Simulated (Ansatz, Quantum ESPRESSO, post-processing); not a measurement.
# Ballistic transmission: Sb chain with one atom pushed 1.0 Å aside at constant bond length, part 3 of 3

Wanted: the transmission near the Fermi level and the conductance of this junction: Sb chain with one atom pushed 1.0 Å aside at constant bond length.

Quantum ESPRESSO 7.5; plane-wave DFT, PBEsol, GBRV ultrasoft pseudopotentials; cross-check by Ansatz 0.2.0 with PAW datasets.

So far. Step 2 (SCF with pw.x): The run needed 15 iterations to bring the estimated error under 1e-07 Ry; the largest force on any atom, held or free, is 0.29 eV/Å. Step 3 (The open system): At no point does T exceed the number of channels.

**4. Transmission with pwcond.x, with epsproj = 0.01**

Level of this step: transmission by pwcond, lead and junction from one cell; plane-wave DFT, PBEsol, GBRV ultrasoft pseudopotentials (Quantum ESPRESSO).

A sensitivity test on the input.

Input file cond.w.in:

```
&inputcond
  outdir = './out'
  prefixt = 'scf'
  tran_file = 'cond.w.dat'
  bdl = 0.7333333333
  bds = 3.2497967173
  ikind = 1
  ewind = 4.0
  epsproj = 0.01
  nz1 = 7
  energy0 = 2.0
  denergy = -0.1
/
1
  0.00000000 0.00000000 1.00000000
41
```

Command:

```bash
OMP_NUM_THREADS=1 mpirun -n 2 pwcond.x -in cond.w.in > cond.w.out
```

Numbers of over 12 decimals in the logs are rounded to 6 here.

Output:

```text
[banner, memory and clock lines left out]
Program PWCOND v.7.5 starts
[citation notice left out]

[...]
./out/scf.save/

[...]
negative rho (up, down):  1.369E-04 0.000E+00
     Reading collected, re-writing distributed wavefunctions

===== INPUT FILE containing all the regions =====

     GEOMETRY:

     lattice parameter (alat)  =      14.1729  a.u.
     the volume                =    9252.0205 (a.u.)^3
     the cross section         =     200.8724 (a.u.)^2
     l of the unit cell        =       3.2498 (alat)
     number of atoms/cell      =            9
     number of atomic types    =            1

     crystal axes: (cart. coord. in units of alat)
               a(1) = (  1.0000  0.0000  0.0000 )
               a(2) = (  0.0000  1.0000  0.0000 )
               a(3) = (  0.0000  0.0000  3.2498 )

   Cartesian axes

     site n.     atom                  positions (alat units)
          1        Sb     tau(  1)=(  0.5000  0.5000  3.2498  )
          2        Sb     tau(  2)=(  0.5000  0.5000  0.3667  )
          3        Sb     tau(  3)=(  0.5000  0.5000  0.7333  )
          4        Sb     tau(  4)=(  0.5000  0.5000  1.1000  )
          5        Sb     tau(  5)=(  0.6333  0.5000  1.4416  )
          6        Sb     tau(  6)=(  0.5000  0.5000  1.7831  )
          7        Sb     tau(  7)=(  0.5000  0.5000  2.1498  )
          8        Sb     tau(  8)=(  0.5000  0.5000  2.5165  )
          9        Sb     tau(  9)=(  0.5000  0.5000  2.8831  )

     nr1s                      =           54
     nr2s                      =           54
     nr3s                      =          180
     nr1sx                     =           54
     nr2sx                     =           54
     nr3sx                     =          180
     nr1                       =           60
     nr2                       =           60
     nr3                       =          192
     nr1x                      =           60
     nr2x                      =           60
     nr3x                      =          192

 _______________________________
  Radii of nonlocal spheres:

     type       ibeta     ang. mom.          radius (alat units)
       Sb         1         0                    0.1484
       Sb         2         0                    0.1484
       Sb         3         1                    0.1484
       Sb         4         1                    0.1484
       Sb         5         2                    0.1484
       Sb         6         2                    0.1484
----- General information -----

--- T calc. with identical leads (ikind=1) ---

     nrx                       =           54
     nry                       =           54
     nz1                       =            7

     energy0               =         2.0E+00
     denergy               =        -1.0E-01
     nenergy               =         41
     ecut2d                =         3.4E+01
     ewind                 =         4.0E+00
     epsproj               =         1.0E-02

     number of k_|| points=    1
                       cryst. coord.
        k(    1) = (   0.0000000   0.0000000), wk =   1.0000000
----- Information about left/right lead -----

     nocros                   =           18
     noins                    =           18
     norb                     =           54
     norbf                    =          144
     nrz                      =           41

      iorb      type   ibeta   ang. mom.   m       position (alat)
        1        1       1        0        1   taunew(   1)=(  0.5000  0.5000  0.0000)
        2        1       2        0        1   taunew(   2)=(  0.5000  0.5000  0.0000)
[...]
54        1       6        2        5   taunew(  54)=(  0.5000  0.5000  0.7333)
    k slab    z(k)  z(k+1)     crossing(iorb=1,norb)
    1   0.0000 0.0179 0.0179   111111111111111111000000000000000000000000000000000000
    2   0.0179 0.0358 0.0179   111111111111111111000000000000000000000000000000000000
[...]
41   0.7154 0.7333 0.0179   000000000000000000000000000000000000111111111111111111
----- Information about scattering region -----

     noins                    =          108
     norb                     =          144
     norbf                    =          144
     nrz                      =          139

      iorb      type   ibeta   ang. mom.   m       position (alat)
        1        1       1        0        1   taunew(   1)=(  0.5000  0.5000  0.0000)
        2        1       2        0        1   taunew(   2)=(  0.5000  0.5000  0.0000)
[...]
144        1       6        2        5   taunew( 144)=(  0.5000  0.5000  2.5165)
 ngper, shell number =          545          70
 ngper, n2d =          545          97
---  E-Ef =    2.0000000  k =    0.0000000   0.0000000
---  ie =          1  ik =          1
 Nchannels of the left tip =            1
 Right moving states:
   k1(2pi/a)   k2(2pi/a)   E-Ef (eV)
   0.4943578   0.0000022   2.0000000
 Left moving states:
   k1(2pi/a)   k2(2pi/a)   E-Ef (eV)
  -0.4943578   0.0000022   2.0000000

 to transmit
 Band j to band i transmissions and reflections:
    j         i     |T_ij|^2    |R_ij|^2

    1 -->     1     0.99881     0.00118
   Total T_j, R_j =    0.99881  0.00118

E-Ef(ev), T(x2 spins) =    2.0000000   1.9976116
---  E-Ef =    1.9000000  k =    0.0000000   0.0000000
---  ie =          2  ik =          1
 Nchannels of the left tip =            3
 Right moving states:
   k1(2pi/a)   k2(2pi/a)   E-Ef (eV)
  -0.0643869   0.0000003   1.9000000
  -0.0654582   0.0000002   1.9000000
   0.4880324   0.0000022   1.9000000
 Left moving states:
   k1(2pi/a)   k2(2pi/a)   E-Ef (eV)
   0.0643869   0.0000003   1.9000000
   0.0654582   0.0000002   1.9000000
  -0.4880324   0.0000022   1.9000000

 to transmit
 Band j to band i transmissions and reflections:
    j         i     |T_ij|^2    |R_ij|^2

    1 -->     1     0.93491     0.06508
    1 -->     2     0.00001     0.00001
    1 -->     3     0.00000     0.00000
   Total T_j, R_j =    0.93492  0.06508

    2 -->     1     0.00001     0.00001
    2 -->     2     0.04365     0.80849
    2 -->     3     0.08435     0.06350
   Total T_j, R_j =    0.12800  0.87200

    3 -->     1     0.00000     0.00000
    3 -->     2     0.08789     0.06349
    3 -->     3     0.84330     0.00532
   Total T_j, R_j =    0.93119  0.06881

E-Ef(ev), T(x2 spins) =    1.9000000   3.9882245
---  E-Ef =    1.8000000  k =    0.0000000   0.0000000
---  ie =          3  ik =          1
 Nchannels of the left tip =            3
 Right moving states:
   k1(2pi/a)   k2(2pi/a)   E-Ef (eV)
  -0.0970542   0.0000003   1.8000000
  -0.0978298   0.0000002   1.8000000
   0.4816972   0.0000022   1.8000000
 Left moving states:
   k1(2pi/a)   k2(2pi/a)   E-Ef (eV)
   0.0970542   0.0000003   1.8000000
   0.0978298   0.0000002   1.8000000
  -0.4816972   0.0000022   1.8000000

 to transmit
 Band j to band i transmissions and reflections:
    j         i     |T_ij|^2    |R_ij|^2

    1 -->     1     0.97205     0.02794
    1 -->     2     0.00001     0.00000
    1 -->     3     0.00000     0.00000
   Total T_j, R_j =    0.97206  0.02794

    2 -->     1     0.00001     0.00000
    2 -->     2     0.08711     0.70232
    2 -->     3     0.12939     0.08116
   Total T_j, R_j =    0.21651  0.78349

    3 -->     1     0.00000     0.00000
    3 -->     2     0.13312     0.08116
    3 -->     3     0.77754     0.00818
   Total T_j, R_j =    0.91066  0.08934

E-Ef(ev), T(x2 spins) =    1.8000000   4.1984616
[... further energies and points left out ...]
---  E-Ef =   -1.8000000  k =    0.0000000   0.0000000
---  ie =         39  ik =          1
 Nchannels of the left tip =            1
 Right moving states:
   k1(2pi/a)   k2(2pi/a)   E-Ef (eV)
   0.2355130   0.0000027  -1.8000000
 Left moving states:
   k1(2pi/a)   k2(2pi/a)   E-Ef (eV)
  -0.2355130   0.0000027  -1.8000000

 to transmit
 Band j to band i transmissions and reflections:
    j         i     |T_ij|^2    |R_ij|^2

    1 -->     1     0.69518     0.30481
   Total T_j, R_j =    0.69518  0.30481

E-Ef(ev), T(x2 spins) =   -1.8000000   1.3903591
---  E-Ef =   -1.9000000  k =    0.0000000   0.0000000
---  ie =         40  ik =          1
 Nchannels of the left tip =            1
 Right moving states:
   k1(2pi/a)   k2(2pi/a)   E-Ef (eV)
   0.2278914   0.0000028  -1.9000000
 Left moving states:
   k1(2pi/a)   k2(2pi/a)   E-Ef (eV)
  -0.2278914   0.0000028  -1.9000000

 to transmit
 Band j to band i transmissions and reflections:
    j         i     |T_ij|^2    |R_ij|^2

    1 -->     1     0.73135     0.26864
   Total T_j, R_j =    0.73135  0.26864

E-Ef(ev), T(x2 spins) =   -1.9000000   1.4627005
---  E-Ef =   -2.0000000  k =    0.0000000   0.0000000
---  ie =         41  ik =          1
 Nchannels of the left tip =            1
 Right moving states:
   k1(2pi/a)   k2(2pi/a)   E-Ef (eV)
   0.2202021   0.0000028  -2.0000000
 Left moving states:
   k1(2pi/a)   k2(2pi/a)   E-Ef (eV)
  -0.2202021   0.0000028  -2.0000000

 to transmit
 Band j to band i transmissions and reflections:
    j         i     |T_ij|^2    |R_ij|^2

    1 -->     1     0.76278     0.23722
   Total T_j, R_j =    0.76278  0.23722

E-Ef(ev), T(x2 spins) =   -2.0000000   1.5255565
   T_tot     2.00000      0.19976E+01
   T_tot     1.90000      0.39882E+01
   T_tot     1.80000      0.41985E+01
   T_tot     1.70000      0.43585E+01
   T_tot     1.60000      0.45065E+01
   T_tot     1.50000      0.46482E+01
   T_tot     1.40000      0.47843E+01
   T_tot     1.30000      0.49141E+01
   T_tot     1.20000      0.50368E+01
   T_tot     1.10000      0.51517E+01
   T_tot     1.00000      0.52586E+01
   T_tot     0.90000      0.53575E+01
   T_tot     0.80000      0.54484E+01
   T_tot     0.70000      0.55311E+01
   T_tot     0.60000      0.56054E+01
   T_tot     0.50000      0.56709E+01
   T_tot     0.40000      0.57275E+01
   T_tot     0.30000      0.56619E+01
   T_tot     0.20000      0.57542E+01
   T_tot     0.10000      0.57972E+01
   T_tot    -0.00000      0.58111E+01
   T_tot    -0.10000      0.58121E+01
   T_tot    -0.20000      0.58034E+01
   T_tot    -0.30000      0.57558E+01
   T_tot    -0.40000      0.56902E+01
   T_tot    -0.50000      0.56956E+01
   T_tot    -0.60000      0.56588E+01
   T_tot    -0.70000      0.56099E+01
   T_tot    -0.80000      0.55509E+01
   T_tot    -0.90000      0.54807E+01
   T_tot    -1.00000      0.53971E+01
   T_tot    -1.10000      0.52963E+01
   T_tot    -1.20000      0.51740E+01
   T_tot    -1.30000      0.50233E+01
   T_tot    -1.40000      0.48257E+01
   T_tot    -1.50000      0.45004E+01
   T_tot    -1.60000      0.31322E+01
   T_tot    -1.70000      0.13149E+01
   T_tot    -1.80000      0.13904E+01
   T_tot    -1.90000      0.14627E+01
   T_tot    -2.00000      0.15256E+01

[...]
```

Run time: 2.1 min. Hardware: 2 MPI ranks of Arm Neoverse V1, shared host; peak memory 0.58 GiB.

The changed values were drawn from a wide range, not chosen for quality; the comparison shows what they did here together.

Beside the run it was changed from:

```csv
quantity,this run,unchanged run,difference
"transmission at the Fermi level, one spin",2.906,2.903,0.0022
"lead channels at the Fermi level, one spin",3,3,0
wall time (s),127,471,
```

Over all energies T moves by up to 0.22, at -1.6 eV.

The physical values in this table move by up to 0.077 %.

**5. The same in Ansatz**

A second code with its own PAW datasets, on the same atoms.

Level of this step: plane-wave DFT, PBEsol, Ansatz PAW (Ansatz 0.2.0).

Input file input.yaml:

```yaml
crystal:
  lattice:
    - [7.5, 0.0, 0.0]
    - [0.0, 7.5, 0.0]
    - [0.0, 0.0, 24.373475383]
  atoms:
    - { symbol: Sb, position: [0.5, 0.5, 0.0] }
    - { symbol: Sb, position: [0.5, 0.5, 0.11282757] }
    - { symbol: Sb, position: [0.5, 0.5, 0.22565514] }
    - { symbol: Sb, position: [0.5, 0.5, 0.33848271] }
    - { symbol: Sb, position: [0.633333333, 0.5, 0.443586215] }
    - { symbol: Sb, position: [0.5, 0.5, 0.54868972] }
    - { symbol: Sb, position: [0.5, 0.5, 0.66151729] }
    - { symbol: Sb, position: [0.5, 0.5, 0.77434486] }
    - { symbol: Sb, position: [0.5, 0.5, 0.88717243] }
kpoints:
  mp_grid: { grid: [1, 1, 4] }
hamiltonian:
  xc: pbesol
scf:
  occupations: { method: fermi_dirac, width: 0.1 }
  convergence: { dr2_threshold: 1.0e-08 }
output:
  transmission:
    leads: [[0, 1]]
    e_range: [-2.0, 2.0]
    de: 0.05
    kmesh: [1, 1]
    reduced_basis: true
  write_potential: true
  write_density: true
  volumetric_format: npy
```

Command:

```bash
ansatz run input.yaml --threads 2 --pin off --max-ram 4096MiB --backend cpu --events-out ev --progress --plain --runs-dir out
```

Output:

```text
Engine: ansatz 0.2.0, aarch64-unknown-linux-gnu
Pseudopotentials: kind: paw
Pseudopotential: Sb, paw, valence charge 15, recommended cutoff 420 eV (normal), Sb.paw.azcp
Functional definition: PBEsol
  exchange = pbesol_x
  correlation = pbesol_c
Crystal: 9 atoms, lattice volume = 1371.008 Å³
Basis set: ecut = 420 eV, 26841 PW (Γ)
Bands: 81, of which v1, the nominal top of the filled ones, is band 68 counted from 1 (67 counted from 0)
Symmetry: 4 space group operations
Space group: Pmm2 (ITA 25), of the structure as read, at distance tolerance 1.1e-4 Å
k-points: 3 of 4
Non-local potential: Sb, projectors of the file, l = 0: 2, l = 1: 2, l = 2: 2, l = 3: 2
PAW form: soft (Blöchl's): semilocal exchange-correlation on the pseudo side does not see the compensation charge
PAW frozen core: Sb, regenerated for the run's functional, and the local potential with it (the file was generated under x = pbe(κ = 0.804, μ = 0.219515), c = pbe(β = 0.066725))
PAW one-centre angular grid: Sb, 590 points (default); XC on 64 Gauss nodes
Initial density: superposition of atomic densities (neutral atoms: chi_scale 0, normalization atom), corrected by the library's trained network
Initial wavefunctions: pseudopotential atomic-orbital guess
Functional: x = pbesol(κ = 0.804, μ = 0.123457), c = pbesol(β = 0.046)
SCF iter   1: F=—  HF=-57660.565474 eV  |F-HF|=—  |Δ(HF+E_count)|=         —  Δρ=2.30e-3  dr2=1.44e-1  ethr=1.77e-3  ⟨swp⟩=7.3  Hψ=952  notcnv=0
preconditioner: auto → LDOS  [metal: Δε(μ)=0.082 eV  Ē_g=6.206 eV  σ=0.100 eV  W_gap=0.20  n_scr=138 (ndim 8)  ℏωp=6.7 eV  f_vac=0.643  D(μ)=8.25/eV (n_scr^D=28)  β→1.0]
SCF iter   2: F=—  HF=-57660.539070 eV  |F-HF|=—  |Δ(HF+E_count)|=   2.64e-2  Δρ=1.17e-3  dr2=1.84e-2  ethr=1.06e-4  ⟨swp⟩=3.0  Hψ=509  notcnv=0  defer=1
SCF iter   3: F=—  HF=-57660.535937 eV  |F-HF|=—  |Δ(HF+E_count)|=   3.13e-3  Δρ=3.19e-4  dr2=1.45e-3  ethr=1.36e-5  ⟨swp⟩=2.0  Hψ=483  notcnv=0  defer=1
SCF iter   4: F=—  HF=-57660.535757 eV  |F-HF|=—  |Δ(HF+E_count)|=   1.80e-4  Δρ=8.45e-5  dr2=1.21e-4  ethr=1.07e-6  ⟨swp⟩=2.0  Hψ=446  notcnv=0  defer=1
SCF iter   5: F=—  HF=-57660.535796 eV  |F-HF|=—  |Δ(HF+E_count)|=   3.97e-5  Δρ=2.78e-5  dr2=1.23e-5  ethr=8.98e-8  ⟨swp⟩=2.0  Hψ=444  notcnv=0  defer=1
SCF iter   6: F=—  HF=-57660.535799 eV  |F-HF|=—  |Δ(HF+E_count)|=   2.70e-6  Δρ=5.68e-6  dr2=7.03e-7  ethr=9.09e-9  ⟨swp⟩=2.0  Hψ=446  notcnv=0  defer=1
SCF iter   7: F=—  HF=-57660.535511 eV  |F-HF|=—  |Δ(HF+E_count)|=   2.88e-4  Δρ=2.16e-6  dr2=8.08e-8  ethr=5.21e-10  ⟨swp⟩=2.0  Hψ=454  notcnv=0  defer=1
SCF iter   8: F=-57660.535511 eV  HF=-57660.535511 eV  |F-HF|=2.94e-9  |Δ(HF+E_count)|=   6.24e-9  Δρ=5.43e-7  dr2=4.93e-9  ethr=7.41e-12  ⟨swp⟩=9.3  Hψ=805  notcnv=0
SCF 1 converged in 8 iterations: F = -57660.535511 eV  dr2 = 4.93e-9
  greatest PAW one-centre occupation: 0.996 electrons in one spin orbital (limit 2), on the Sb atom at site 6 (counted from 0), in its partial waves of l = 2
transmission: 31 of 186 steps passed
transmission: 62 of 186 steps passed
[...]
transmission: 186 of 186 steps passed
WARN: The output density's exchange-correlation potential varies sharply where the density is thin. Do not read a vacuum level from v_tot or v_xc, or from such a field of the output density. On a cell that repeats whose density bears no net charge and no dipole along the vacuum's axis use v_es (v_loc + v_h of the components); under efield.dipole_correction with no amplitude use v_es + v_field, which holds any externa [...]
SCF converged after 8 iterations
Free energy (F): -57660.535511 eV
Harris-Foulkes:  -57660.535511 eV  (|F-HF|=2.94e-9)
Internal energy: -57660.266617 eV  (E = F + TS)
E sigma→0 (E₀):  -57660.401064 eV
Entropy (-TS):   -0.268894 eV (-29.877 meV/atom)
Fermi energy:    -2.031427 eV
--- Per-component energies (eV) ---
  E_band       = -3042.742799
  E_kinetic    = 1853.772797
  E_local      = -30214.335373  (includes V_loc(G=0)·N_el)
  E_nonlocal   = 3273.468024
  E_hartree    = 13665.816952
  E_xc         = -1221.603850
  E_vxc        = -847.898045  (∫ρ·V_xc dr)
  E_paw        = -40492.602469  (= ΣΔE_a)
  E_vpaw       = -4439.391881  (= ΣTr[D̂ρ^β])
  E_aug_tail   = -0.000016  (compensation charges beyond the density's cutoff)
  E_ewald      = -4527.769394
  E_core_change = 2.986713  (= ΣΔE_core)
  E_smearing   = -0.268894  (= −TS)
  E_closure    = 0.000000  (closes the sum)
  Σ components = -57660.535511   (vs F -57660.535511, Δ=0.00e0)
--- Band table (eV) ---
  k-point 0: bands = [... 64 lower, -2.6406, -2.6291, -2.1835, -2.0372, -1.5191, -1.4788, -1.4746, -1.4265, ... 9 higher]
  k-point 1: bands = [... 64 lower, -2.6036, -2.5736, -2.3752, -1.9026, -1.7916, -1.6000, -1.1561, -0.9890, ... 9 higher]
  k-point 2: bands = [... 64 lower, -2.8529, -2.2857, -2.2319, -2.0959, -2.0900, -1.2718, -1.0970, -0.8502, ... 9 higher]
--- Transmission ---
  basis      : 497 plane waves across, 31 finite elements along
  points     : 1, standing for a mesh of 1 x 1
  energies   : 81 from -2.000000 to 2.000000 eV about the Fermi level, 0.050000 eV apart; the leads are filled to 0.000000 eV, and channels, transmission and decay are at 0.000000 eV
  crystal 0  : Sb1, at the sites [0, 1], period 2.7500 Å, over 22.00 Å; its Hamiltonian steps by up to 15.5 meV
    offset         : up to 0.0000 Å between an atom of the period and one for which it stands
    channels       : 3.000000e0 a spin
    conductance    : none, the energies end too early or step too widely for 300 K: set another output.transmission.e_range or a lower de, or, where they end at an eighth of basis.ecutwfc, a higher one
  junction   : crystal 0 to crystal 0, -0.68 to 20.95 Å
    transmission   : 2.904586e0 a spin
    error estimate : 1.714746e-4 a spin from the reduction of the transverse basis, at the most 1.181985e-3 at -1.600000 eV
    conductance    : none, the energies end too early or step too widely for 300 K: set another output.transmission.e_range or a lower de, or, where they end at an eighth of basis.ecutwfc, a higher one
```

Run time: 61 s. Hardware: 2 threads; peak memory 1.4 GiB.

Read from the output:

| Property | Result |
| --- | --- |
| free energy | -57660.5355 eV |
| energy at zero smearing | -57660.4011 eV |
| smearing term TS | 0.2689 eV |
| Fermi energy | -2.031 eV |
| symmetry operations | 4 |
| transmission at the Fermi level, one spin | 2.905 |
| step of the lead's Hamiltonian over a period | 15.5 meV |

Per spin. The transmission by energy, zero at the Fermi level:

```csv
energy (eV),transmission
-2.00,0.764
-1.85,0.716
-1.70,0.662
-1.60,1.79
-1.45,2.34
-1.30,2.51
-1.15,2.61
-1.05,2.66
-0.90,2.73
-0.75,2.78
-0.60,2.83
-0.50,2.85
-0.35,2.88
-0.20,2.90
-0.05,2.90
0.00,2.90
0.05,2.90
0.20,2.89
0.35,2.87
0.50,2.84
0.60,2.80
0.75,2.75
0.90,2.68
1.05,2.61
1.15,2.55
1.30,2.46
1.45,2.36
1.60,2.26
1.70,2.18
1.85,2.06
2.00,1.000
```

Per spin. Table of open channels by energy, zero at the Fermi level:

```csv
energy (eV),open channels
-2.00,1
-1.85,1
-1.70,1
-1.60,3
-1.45,3
-1.30,3
-1.15,3
-1.05,3
-0.90,3
-0.75,3
-0.60,3
-0.50,3
-0.35,3
-0.20,3
-0.05,3
0.00,3
0.05,3
0.20,3
0.35,3
0.50,3
0.60,3
0.75,3
0.90,3
1.05,3
1.15,3
1.30,3
1.45,3
1.60,3
1.70,3
1.85,3
2.00,1
```

Ansatz finds T = 2.90 against pwcond's 2.90.

**6. All levels side by side**

All levels:

```csv
step,T at the Fermi level (per spin),conductance (G0),r.m.s. T(E) from the first,CPU time of the step (s),peak memory (GiB)
Ansatz,2.905,-,0,113.5,1.386
pwcond,2.903,2.903,0.01488,941.7,0.58
"pwcond, changed setting",2.906,2.906,0.03583,254.4,0.58
```

Per spin. Transmission against energy, zero at the Fermi level:

```csv
energy (eV),Ansatz,pwcond,"pwcond, changed setting"
-2.00,0.764,0.760,0.763
-1.90,0.733,0.728,0.731
-1.70,0.662,0.655,0.657
-1.60,1.79,1.79,1.57
-1.40,2.41,2.42,2.41
-1.30,2.51,2.52,2.51
-1.20,2.58,2.59,2.59
-1.00,2.69,2.70,2.70
-0.90,2.73,2.74,2.74
-0.80,2.77,2.78,2.78
-0.60,2.83,2.83,2.83
-0.50,2.85,2.85,2.85
-0.30,2.89,2.89,2.88
-0.20,2.90,2.90,2.90
-0.10,2.90,2.90,2.91
0.00,2.90,2.90,2.91
0.10,2.90,2.90,2.90
0.20,2.89,2.88,2.88
0.30,2.88,2.88,2.83
0.50,2.84,2.83,2.84
0.60,2.80,2.79,2.80
0.80,2.73,2.71,2.72
0.90,2.68,2.67,2.68
1.00,2.63,2.62,2.63
1.20,2.52,2.51,2.52
1.30,2.46,2.44,2.46
1.40,2.39,2.38,2.39
1.60,2.26,2.24,2.25
1.70,2.18,2.16,2.18
1.90,2.00,1.96,1.99
2.00,1.000,0.997,0.999
```

**7. A check by hand**

G = 2.9 × 77.48 µS = 225 µS a cell, a resistance of 4.45 kΩ.

**8. What came out**

```json
{
  "conductance from T at the Fermi level, a cell (G₀ = 2e²/h)": "2.90 G₀",
  "lead channels per spin": "3.00",
  "the same conductance by Ansatz": "2.90 G₀"
}
```

In words: The junction conducts 2.90 G₀ a cell at the Fermi level (PBEsol, GBRV ultrasoft). At the Fermi level the junction passes 97 % of what the leads offer, nearly all. At the Fermi level pwcond and Ansatz differ by 0.044 %, a close match. Over -2 to 2 eV, T lies between 0.66 and 2.9 per spin. The geometry is as built, not relaxed, and the leads are short.

[Logs are printed without paths, hosts, clocks, repeated set-up lines and the standing remarks that a program may print on its own settings, such as how far it seeks lower states.]

[Hosts, paths, dates, database ids (printed as entryN), source tags and the programs' standing remarks are cut or masked in the printed files.]

[Maps of the electrostatic potential energy from Ansatz leave out the sawtooth potential of an applied field or a dipole correction, so their vacuum need not be flat; planar profiles and work functions include it.]
